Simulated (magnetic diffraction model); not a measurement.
**Magnetic neutron pattern of CeNi9Pb2**

Space group I4_1/amd (no. 141, origin choice 1), a = 10.3370 Å, c = 6.5130 Å.

```csv
site,atom,x,y,z
8c,Pb,0,3/4,1/8
4b,Ce,0,0,1/2
32i,Ni,0.8685,0.6959,0.4352
4a,Ni,0,1/2,1/4
```

The compound is invented for this exercise: a known structure type with other elements, its cell scaled to their sizes and not relaxed.

Only Ce is taken to order (form factors of Ce3+); orders and moment sizes are assumed, and not adapted to the symmetry. Radiation: neutrons of λ = 2.41 Å, 8° to 75°; isotropic B of 0.39 Å² (Pb), 0.42 Å² (Ce) and 0.53 Å² (Ni). Simulated constant-wavelength pattern: nuclear and magnetic terms add, the magnetic one as |2.695 fm × Σ f S⊥ exp(2πi Q·r) exp(−B s²)|², summed over all Q at one angle with the factor 1/(sin²θ cos θ). For collinear order S is the moment m, which repeats by lattice and centring translations R with the sign exp(−2πi k·R). Free-ion form factors, Sears's scattering lengths of 1992, no absorption; a label names one of the reflections at its angle. The strongest nuclear line in the range is 100, and lines under 0.2 are left out.

Assume the order k = (0 1 0), collinear moments along [001], 2 μB on Ce; signs + at (0, 0, 1/2), − at (0, 1/2, 3/4).

Predict the pattern, nuclear and magnetic parts apart.

| 2θ (°) | index | nuclear | magnetic |
| --- | --- | --- | --- |
| 13.39 | (0 1 0) | 0.0 | 4.2 |
| 25.26 | (1 0 1) | 42.4 | 0.0 |
| 26.96 | (2 0 0) | 31.0 | 0.0 |
| 28.70 | (1 1 1) | 0.0 | 0.8 |
| 30.22 | (2 1 0) | 0.0 | 1.6 |
| 34.63 | (2 0 1) | 0.0 | 0.7 |
| 37.28 | (2 1 1) | 0.3 | 0.0 |
| 40.94 | (0 3 0) | 0.0 | 0.4 |
| 44.43 | (2 2 1) | 0.0 | 0.5 |
| 46.61 | (3 0 1) | 2.9 | 0.0 |
| 47.79 | (1 1 2) | 0.3 | 0.0 |
| 48.72 | (3 1 1) | 0.0 | 0.9 |
| 49.71 | (2 3 0) | 0.0 | 0.6 |
| 53.82 | (1 2 2) | 0.0 | 0.3 |
| 54.67 | (3 2 1) | 12.5 | 0.0 |
| 57.45 | (4 1 0) | 0.0 | 0.4 |
| 60.22 | (4 0 1) | 0.0 | 0.3 |
| 62.84 | (4 2 0) | 70.3 | 0.0 |
| 62.98 | (3 1 2) | 100.0 | 0.0 |
| 63.75 | (3 3 1) | 0.0 | 0.3 |
| 67.17 | (4 2 1) | 0.0 | 0.5 |
| 68.11 | (3 2 2) | 0.0 | 0.3 |
| 69.10 | (1 0 3) | 38.8 | 0.0 |
| 71.30 | (4 3 0) | 0.0 | 0.4 |
| 73.06 | (4 0 2) | 34.1 | 0.0 |
| 74.69 | (1 4 2) | 0.0 | 0.3 |

The strongest magnetic line in the range is (0 1 0) at 13.39° (4.2). On top of the Lorentz factor, which all lines share, magnetic lines fade with angle because f falls: for Ce3+ it is 0.96, 0.86, 0.71 and 0.43 at sin θ/λ = 0.1, 0.2, 0.3 and 0.5 Å⁻¹, while nuclear lengths stay constant. The order has no net moment.

[Logs are printed without paths, hosts, clocks, repeated set-up lines and the standing remarks that a program may print on its own settings, such as how far it seeks lower states.]
